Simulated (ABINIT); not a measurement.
**TlIO3 (R3m): making up for missing bands**

Aim: few bands, with and without a completion of the sum over empty states, for TlIO3 (R3m).

Calculated with ABINIT 10.8.3; PBEsol and many-body steps on it, plane waves.

### Step 1. The starting structure

Symmetry: R3m, No. 160, trigonal system. The conventional cell has a = 6.302 Å, b = 6.302 Å, c = 7.966 Å, α = 90.00°, β = 90.00°, γ = 120.00°. Nearest to Tl lie 3 O at 2.94 Å. Nearest to I lie 3 O at 1.82 Å. Nearest to O lie 1 I at 1.82 Å. Farther neighbours, and contacts between anions beyond the nearest, are not listed.

As a file:

```cif
data_structure
_symmetry_space_group_name_H-M 'P 1'
_symmetry_Int_Tables_number 1
_cell_length_a 4.5042
_cell_length_b 4.5042
_cell_length_c 4.5042
_cell_angle_alpha 88.777
_cell_angle_beta 88.777
_cell_angle_gamma 88.777
_cell_volume 91.32
loop_
_atom_site_label
_atom_site_type_symbol
_atom_site_fract_x
_atom_site_fract_y
_atom_site_fract_z
_atom_site_occupancy
Tl1 Tl 0.00875 0.00875 0.00875 1
I2 I 0.50187 0.50187 0.50187 1
O3 O 0.90329 0.46190 0.46190 1
O4 O 0.46190 0.90329 0.46190 1
O5 O 0.46190 0.46190 0.90329 1
```

The cell and positions are those that the Materials Project relaxed with its own functionals (PBE, PBE+U or r2SCAN), kept fixed.

### Step 2. Empty states on the mesh, 2×2×2 mesh, 95 bands

This step: ABINIT 10.8.3; DFT, PBEsol, plane waves, norm-conserving pseudopotentials.

The sums over transitions need many empty states on a uniform mesh; this step solves for them.

run.abi

```
acell 3*1.0 Angstrom
rprim 
  3.150792580489 1.819110944506 2.655433585300
  -3.150792580489 1.819110944506 2.655433585300
  0.000000000000 -3.638221889012 2.655433585300
ntypat 3
znucl 81 53 8
natom 5
typat 1 2 3 3 3
xred 
  0.008750850000 0.008750850000 0.008750850000
  0.501867330000 0.501867330000 0.501867330000
  0.903287650000 0.461897090000 0.461897090000
  0.461897090000 0.903287650000 0.461897090000
  0.461897090000 0.461897090000 0.903287650000
pp_dirpath "pseudos"
pseudos "Tl.upf, I.upf, O.upf"
ecut 36
ngkpt 2 2 2
nshiftk 1
shiftk 0 0 0
kptopt 1
chksymbreak 0
iscf -2
irdden 1
istwfk *1
nband 95
nbdbuf 8
tolwfr 1e-09
nstep 60
prtvol 0
indata_prefix "in"
outdata_prefix "out"
tmpdata_prefix "tmp"
```

Launch:

```bash
$ OMP_NUM_THREADS=1 mpirun -n 4 abinit run.abi > log
```

The log of the run:

```text
.Version 10.8.3 of ABINIT. v10.8.2 released Aug 2026.

 Symmetries : space group R3 m (#160); Bravais hR (rhombohedral)
[... echo of the input left out ...]
== DATASET  1 ==================================================================
-   mpi_nproc: 4, omp_nthreads: 1 (-1 if OMP is not activated)

--- !DatasetInfo
iteration_state: {dtset: 1, }
dimensions: {natom: 5, nkpt: 4, mband: 95, nsppol: 1, nspinor: 1, nspden: 1, mpw: 6360, }
cutoff_energies: {ecut:  36.0, pawecutdg:  -1.0, }
[...]
1.43723    1.43723    1.44278    1.46986    1.46986    1.48726    1.49596    1.49596
   1.51689    1.55290    1.55290    1.56105    1.56128    1.56128    1.60101    1.60101
   1.63464    1.68079    1.68079    1.73483    1.75998    1.81980    1.83032
 prteigrs : prtvol=0 or 1, do not print more k-points.

== END DATASET(S) ==============================================================
================================================================================

 -outvars: echo values of variables after computation  --------
            nband          95
             nkpt           4
          spgroup         160
 [... the other variables as echoed above ...]

 Calculation completed.
```

Elapsed: 18 s, on 4 MPI ranks of AMD EPYC 7R13 (Zen 3), shared host; peak memory 0.37 GiB; 73 s of CPU time.

Read from the output:

| Item | Value |
| --- | --- |
| gap | 2.682 eV |
| k of the valence top | 0.5, 0.5, 0.5 |
| k of the conduction bottom | 0.5, 0.5, 0.5 |
| least direct gap | 2.682 eV |
| k points computed | 4 |
| lowest point of the top converged band, above the valence top | 41.59 eV |

On this mesh the gap is 2.682 eV.

The density comes from a self-consistent run that is not shown.

### Step 3. Screening, 2×2×2 mesh, 87 bands, screening to 122.5 eV

The RPA dielectric matrix is built and inverted for each q.

This step: RPA screening on PBEsol, plane waves, norm-conserving pseudopotentials.

Changes to run.abi since step 2:

```diff
@@ -23,10 +23,11 @@
 chksymbreak 0
-iscf -2
-irdden 1
 istwfk *1
-nband 95
-nbdbuf 8
-tolwfr 1e-09
-nstep 60
-prtvol 0
+occopt 1
+irdwfk 1
+optdriver 3
+nband 87
+ecuteps 4.5
+inclvkb 2
+awtr 1
+symchi 1
 indata_prefix "in"
```

The log of the run:

```text
.Version 10.8.3 of ABINIT. v10.8.2 released Aug 2026.

 Symmetries : space group R3 m (#160); Bravais hR (rhombohedral)
[... echo of the input left out ...]
== DATASET  1 ==================================================================
-   mpi_nproc: 4, omp_nthreads: 1 (-1 if OMP is not activated)

--- !DatasetInfo
iteration_state: {dtset: 1, }
dimensions: {natom: 5, nkpt: 4, mband: 87, nsppol: 1, nspinor: 1, nspden: 1, mpw: 6360, }
cutoff_energies: {ecut:  36.0, pawecutdg:  -1.0, }
electrons: {nelect:   3.80000000E+01, charge:   0.00000000E+00, occopt:   1.00000000E+00, tsmear:   1.00000000E-02, }

 SCREENING: Calculation of the susceptibility and dielectric matrices

 Based on a program developped by R.W. Godby, V. Olevano, G. Onida, and L. Reining.
 Incorporated in ABINIT by V. Olevano, G.-M. Rignanese, and M. Torrent.
.Using double precision arithmetic ; gwpc =  8

[... cell and pseudopotentials left out ...]
--------------------------------------------------------------------------------

 ==== K-mesh for the wavefunctions ====
 Number of points in the irreducible wedge :     4
[... list of points left out ...]
 Together with  6 symmetry operations and time-reversal symmetry
 yields     8 points in the full Brillouin Zone.

 ==== Q-mesh for the screening function ====
 Number of points in the irreducible wedge :     4
[... list of points left out ...]
 Together with  6 symmetry operations and time-reversal symmetry
 yields     8 points in the full Brillouin Zone.

 setmesh: FFT mesh size selected  =    32x   32x   32
          total number of points  =        32768

 vcoul_init : cutoff-mode = AUXILIARY_FUNCTION
 q-points for optical limit:   1
     1)      0.000010    0.000020    0.000030

- screening: taking advantage of time-reversal symmetry
- Maximum band index for partially occupied states nbvw = 19
- Remaining bands to be divided among processors   nbcw = 68
- Number of bands treated by each node ~17

 Number of electrons calculated from density =   38.0000; Expected =   38.0000
 average of density, n =  0.061663
 r_s =    1.5702
 omega_plasma =   23.9533 [eV]

 calculating chi0 at frequencies [eV] :
  1    0.000000E+00    0.000000E+00
  2    0.000000E+00    2.395335E+01

--------------------------------------------------------------------------------
  q-point number  1        q = ( 0.000000, 0.000000, 0.000000) [r.l.u.]
--------------------------------------------------------------------------------
[... chi0 elements left out ...]
 For q-point:  0.000010 0.000020 0.000030
  dielectric constant =   5.1595
  dielectric constant without local fields =   6.2399

  Average fulfillment of the sum rule on Im[epsilon] for q-point    1 :     56.15  [%]
[... wings left out ...]
  q-point number  2        q = ( 0.500000, 0.000000, 0.000000) [r.l.u.]
--------------------------------------------------------------------------------
[... chi0 elements left out ...]
  Average fulfillment of the sum rule on Im[epsilon] for q-point    2 :     68.25  [%]

 [... 2 further q-points ...]
```

Wall time 9.1 s (4 MPI ranks); peak memory 0.8 GiB.

This step gave:

| Property | Result |
| --- | --- |
| ε∞ with local fields, on this mesh | 5.160 |
| ε∞ without local fields, on this mesh | 6.240 |
| plasma frequency | 23.95 eV |
| plane waves in the screening matrix | 263 |

Local fields lower ε∞ by 17 %. On a Γ-centred mesh this coarse the value itself is usually too large, while a short band sum pulls it down.

### Step 4. 87 bands

The self-energy is evaluated for the states that the input lists, and the quasiparticle equation is solved.

This step: G0W0 on PBEsol, plane waves, norm-conserving pseudopotentials.

Changes to run.abi since step 3:

```diff
@@ -26,8 +26,17 @@
 irdwfk 1
-optdriver 3
+optdriver 4
 nband 87
+gwcalctyp 0
+ecutsigx 36
+symsigma 1
+nkptgw 2
+kptgw 
+  0.5000000000 0.5000000000 0.5000000000
+  0.0000000000 0.0000000000 0.0000000000
+bdgw 
+  18 21
+  18 22
 ecuteps 4.5
-inclvkb 2
-awtr 1
-symchi 1
+irdscr 1
+ppmodel 1
 indata_prefix "in"
```

The log of the run:

```text
.Version 10.8.3 of ABINIT. v10.8.2 released Aug 2026.

 Symmetries : space group R3 m (#160); Bravais hR (rhombohedral)
[... echo of the input left out ...]
== DATASET  1 ==================================================================
-   mpi_nproc: 4, omp_nthreads: 1 (-1 if OMP is not activated)

--- !DatasetInfo
iteration_state: {dtset: 1, }
dimensions: {natom: 5, nkpt: 4, mband: 87, nsppol: 1, nspinor: 1, nspden: 1, mpw: 6360, }
cutoff_energies: {ecut:  36.0, pawecutdg:  -1.0, }
electrons: {nelect:   3.80000000E+01, charge:   0.00000000E+00, occopt:   1.00000000E+00, tsmear:   1.00000000E-02, }

 SIGMA: Calculation of the GW corrections

 Based on a program developped by R.W. Godby, V. Olevano, G. Onida, and L. Reining.
 Incorporated in ABINIT by V. Olevano, G.-M. Rignanese, and M. Torrent.
.Using double precision arithmetic ; gwpc =  8

[... cell and pseudopotentials left out ...]
--------------------------------------------------------------------------------

 ==== K-mesh for the wavefunctions ====
 Number of points in the irreducible wedge :     4
[... list of points left out ...]
 Together with  6 symmetry operations and time-reversal symmetry
 yields     8 points in the full Brillouin Zone.

 ==== Q-mesh for screening function ====
 Number of points in the irreducible wedge :     4
[... list of points left out ...]
 Together with  6 symmetry operations and time-reversal symmetry
 yields     8 points in the full Brillouin Zone.

 vcoul_init : cutoff-mode = AUXILIARY_FUNCTION
 q-points for optical limit:   1
     1)      0.000010    0.000020    0.000030
 setmesh: FFT mesh size selected  =    45x   45x   45
          total number of points  =        91125

 Number of electrons calculated from density =   38.0000; Expected =   38.0000
 average of density, n =  0.061663
 r_s =    1.5702
 omega_plasma =   23.9533 [eV]

 === KS Band Gaps ===
  >>>> For spin  1
   Minimum direct gap =   2.6822 [eV], located at k-point      :   0.5000  0.5000  0.5000
   Fundamental gap    =   2.6822 [eV], Top of valence bands at :   0.5000  0.5000  0.5000
                                       Bottom of conduction at :   0.5000  0.5000  0.5000
 SIGMA fundamental parameters:
 PLASMON POLE MODEL  1
 number of plane-waves for SigmaX                 6355
 number of plane-waves for SigmaC and W            263
 number of plane-waves for wavefunctions          6355
 number of bands                                    87
 number of independent spin polarizations            1
 number of spinorial components                      1
 number of k-points in IBZ                           4
 number of q-points in IBZ                           4
 number of symmetry operations                       6
 number of k-points in BZ                            8
 number of q-points in BZ                            8
 number of frequencies for dSigma/dE                 9
 frequency step for dSigma/dE [eV]                0.25
 number of omega for Sigma on real axis              0
 max omega for Sigma on real axis  [eV]           0.00
 zcut for avoiding poles [eV]                     0.10

 EPSILON^-1 parameters (SCR file):
 dimension of the eps^-1 matrix on file            263
 dimension of the eps^-1 matrix used               263
 number of plane-waves for wavefunctions          6355
 number of bands                                    87
 number of q-points in IBZ                           4
 number of frequencies                               2
 number of real frequencies                          1
 number of imag frequencies                          1

 matrix elements of self-energy operator (all in [eV])

 Perturbative Calculation

--- !SelfEnergy_ee
iteration_state: {dtset: 1, }
kpoint     : [   0.500,    0.500,    0.500, ]
spin       : 1
KS_gap     :    2.682
QP_gap     :    4.125
Delta_QP_KS:    1.443
data: !SigmaeeData |
     Band     E0 <VxcDFT>   SigX SigC(E0)      Z dSigC/dE  Sig(E)    E-E0       E
       18   1.477 -19.451 -24.696   5.196   0.751  -0.331 -19.488  -0.037   1.440
       19   1.972 -16.064 -19.486   3.147   0.789  -0.268 -16.281  -0.217   1.755
       20   4.654 -13.322  -9.157  -2.652   0.810  -0.234 -12.096   1.226   5.880
       21   4.654 -13.322  -9.157  -2.652   0.810  -0.234 -12.096   1.226   5.880

--- !SelfEnergy_ee
iteration_state: {dtset: 1, }
kpoint     : [   0.000,    0.000,    0.000, ]
spin       : 1
KS_gap     :    7.453
QP_gap     :    8.537
Delta_QP_KS:    1.084
data: !SigmaeeData |
     Band     E0 <VxcDFT>   SigX SigC(E0)      Z dSigC/dE  Sig(E)    E-E0       E
       18   0.664 -18.091 -22.997   4.736   0.757  -0.322 -18.219  -0.128   0.536
       19   0.981 -18.694 -24.115   5.251   0.750  -0.333 -18.822  -0.128   0.853
       20   8.434 -10.108  -5.948  -3.019   0.838  -0.194  -9.152   0.956   9.390
       21   8.707 -15.242 -10.298  -2.987   0.791  -0.264 -13.694   1.547  10.255
       22   8.707 -15.242 -10.298  -2.987   0.791  -0.264 -13.694   1.547  10.255

== END DATASET(S) ==============================================================
================================================================================

 -outvars: echo values of variables after computation  --------
           etotal      0.0000000000E+00
            nband          87
             nkpt           4
          spgroup         160
 [... the other variables as echoed above ...]

 Calculation completed.
```

Elapsed: 6.1 s, on 4 MPI ranks; peak memory 0.35 GiB; 23 s of CPU time.

Numbers from this step:

| Quantity | Value |
| --- | --- |
| G0W0 gap on the mesh | 4.125 eV |
| starting gap on the mesh | 2.682 eV |
| k of the valence top | 0.5, 0.5, 0.5 |
| k of the conduction bottom | 0.5, 0.5, 0.5 |
| Z at the valence top | 0.789 |
| Z at the conduction bottom | 0.81 |
| least direct G0W0 gap on the computed points | 4.125 eV |

The gap on the mesh goes from 2.68 eV to 4.12 eV, a correction of +1.44 eV.

### Step 5. Screening, 2×2×2 mesh, 27 bands, screening to 122.5 eV

This step: RPA screening on PBEsol, plane waves, norm-conserving pseudopotentials.

Changes to run.abi since step 4:

```diff
@@ -26,17 +26,8 @@
 irdwfk 1
-optdriver 4
-nband 87
-gwcalctyp 0
-ecutsigx 36
-symsigma 1
-nkptgw 2
-kptgw 
-  0.5000000000 0.5000000000 0.5000000000
-  0.0000000000 0.0000000000 0.0000000000
-bdgw 
-  18 21
-  18 22
+optdriver 3
+nband 27
 ecuteps 4.5
-irdscr 1
-ppmodel 1
+inclvkb 2
+awtr 1
+symchi 1
 indata_prefix "in"
```

The log of the run:

```text
.Version 10.8.3 of ABINIT. v10.8.2 released Aug 2026.

 Symmetries : space group R3 m (#160); Bravais hR (rhombohedral)
[... echo of the input left out ...]
== DATASET  1 ==================================================================
-   mpi_nproc: 4, omp_nthreads: 1 (-1 if OMP is not activated)

--- !DatasetInfo
iteration_state: {dtset: 1, }
dimensions: {natom: 5, nkpt: 4, mband: 27, nsppol: 1, nspinor: 1, nspden: 1, mpw: 6360, }
cutoff_energies: {ecut:  36.0, pawecutdg:  -1.0, }
electrons: {nelect:   3.80000000E+01, charge:   0.00000000E+00, occopt:   1.00000000E+00, tsmear:   1.00000000E-02, }

 SCREENING: Calculation of the susceptibility and dielectric matrices

 Based on a program developped by R.W. Godby, V. Olevano, G. Onida, and L. Reining.
 Incorporated in ABINIT by V. Olevano, G.-M. Rignanese, and M. Torrent.
.Using double precision arithmetic ; gwpc =  8

[... cell and pseudopotentials left out ...]
--------------------------------------------------------------------------------

 ==== K-mesh for the wavefunctions ====
 Number of points in the irreducible wedge :     4
[... list of points left out ...]
 Together with  6 symmetry operations and time-reversal symmetry
 yields     8 points in the full Brillouin Zone.

 ==== Q-mesh for the screening function ====
 Number of points in the irreducible wedge :     4
[... list of points left out ...]
 Together with  6 symmetry operations and time-reversal symmetry
 yields     8 points in the full Brillouin Zone.

 setmesh: FFT mesh size selected  =    32x   32x   32
          total number of points  =        32768

 vcoul_init : cutoff-mode = AUXILIARY_FUNCTION
 q-points for optical limit:   1
     1)      0.000010    0.000020    0.000030

- screening: taking advantage of time-reversal symmetry
- Maximum band index for partially occupied states nbvw = 19
- Remaining bands to be divided among processors   nbcw = 8
- Number of bands treated by each node ~2

 Number of electrons calculated from density =   38.0000; Expected =   38.0000
 average of density, n =  0.061663
 r_s =    1.5702
 omega_plasma =   23.9533 [eV]

 calculating chi0 at frequencies [eV] :
  1    0.000000E+00    0.000000E+00
  2    0.000000E+00    2.395335E+01

--------------------------------------------------------------------------------
  q-point number  1        q = ( 0.000000, 0.000000, 0.000000) [r.l.u.]
--------------------------------------------------------------------------------
[... chi0 elements left out ...]
 For q-point:  0.000010 0.000020 0.000030
  dielectric constant =   4.7776
  dielectric constant without local fields =   5.7333

  Average fulfillment of the sum rule on Im[epsilon] for q-point    1 :     10.67  [%]
[... wings left out ...]
  q-point number  2        q = ( 0.500000, 0.000000, 0.000000) [r.l.u.]
--------------------------------------------------------------------------------
[... chi0 elements left out ...]
  Average fulfillment of the sum rule on Im[epsilon] for q-point    2 :     19.95  [%]

 [... 2 further q-points ...]
```

The job ended after 4 s (4 MPI ranks; peak memory 0.57 GiB).

Read from the output:

```
ε∞ with local fields, on this mesh    : 4.778
ε∞ without local fields, on this mesh : 5.733
plasma frequency                      : 23.95 eV
plane waves in the screening matrix   : 263
```

(Part 1 of 2 ends here.)

[Long decimals in the printed logs are rounded to 6 places.]

[Logs are printed without paths, hosts, clocks, repeated set-up lines and the standing remarks that a program may print on its own settings, such as how far it seeks lower states.]

[Paths, hosts, dates, memory and timing lines, banners, echoed tables and standing remarks are left out of the program output; an Ansatz launch command may be rebuilt from the run's recorded settings. Measured values are a selection of at most five: reports struck by readers or far from the other reports are left out. None is set beside runs whose start may be inverted or whose files or cutoffs have a known fault.]

[Runs of the session that timed out or met a known fault of the program may be left out.]

[Hosts, paths, dates, database ids (printed as entryN), source tags and the programs' standing remarks are cut or masked in the printed files.]

[G0W0 gaps are taken among the corrected bands and points alone; a level outside them can change the order at an edge.]

[Where Ansatz stands beside ABINIT at settings called matched, ABINIT's density can come from a denser mesh and the files from another edition; pairs whose starting gaps differed by over 0.03 eV were left out, so agreement reads better than it is.]
